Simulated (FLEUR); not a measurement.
Computed results, one entry a study.

```xyz
4
Lattice="5.660 0.000 0.000 2.830 2.830 0.000 0.000 0.000 3.660" Properties=species:S:1:pos:R:3 pbc="T T T" subject="MnPt: which magnetic order is lowest" method="PBEsol; all-electron FLAPW, Dirac cores, scalar-relativistic bands" program="FLEUR MaX-R8.1" settings_of_one_run="kmax 3.6 1/bohr, gmax 10.8 1/bohr, muffin tin radii Mn: 2.5, Pt: 2.5 bohr, lmax Mn: [10, 8], Pt: [10, 8], hist occupations, smearing width 0.03 eV, mixer Anderson, mixing 0.05, max iterations 90, stop 2.00e-5 me/bohr³, collinear spin, 5×10×10 k-mesh, mesh matched on, starting moments 3.5 -3.5 0 0 μB" cost="4 runs, 2 min in all on 4 MPI ranks of AMD EPYC 9R45 (Zen 5), shared host (the runs of this entry)" notes="This is the lowest of 4 finished starts, no proof of the ground state." lowest_state_found="antiferromagnetic (initial antiferro q=(1/2,1/2,0) +-)" largest_site_spin_moment="3.75 μB" next_finished_state="antiferromagnetic, 288 meV a seeded atom higher" energy_gained_by_spin_polarisation="1229 meV a seeded atom"
Mn    0.000    0.000    0.000
Mn    2.830    0.000    0.000
Pt    1.415    1.415    1.830
Pt    4.245    1.415    1.830
```

[Logs and program files are shortened in this print: banners, set-up blocks, solver, clock and traceback lines can be left out without a mark of their own.]

[Logs are printed without paths, hosts, clocks, repeated set-up lines and the standing remarks that a program may print on its own settings, such as how far it seeks lower states.]

[Hosts, paths, dates, database ids (printed as entryN), source tags and the programs' standing remarks are cut or masked in the printed files.]

[Where a cell is said to come from a database of computed structures, the database is the Materials Project.]
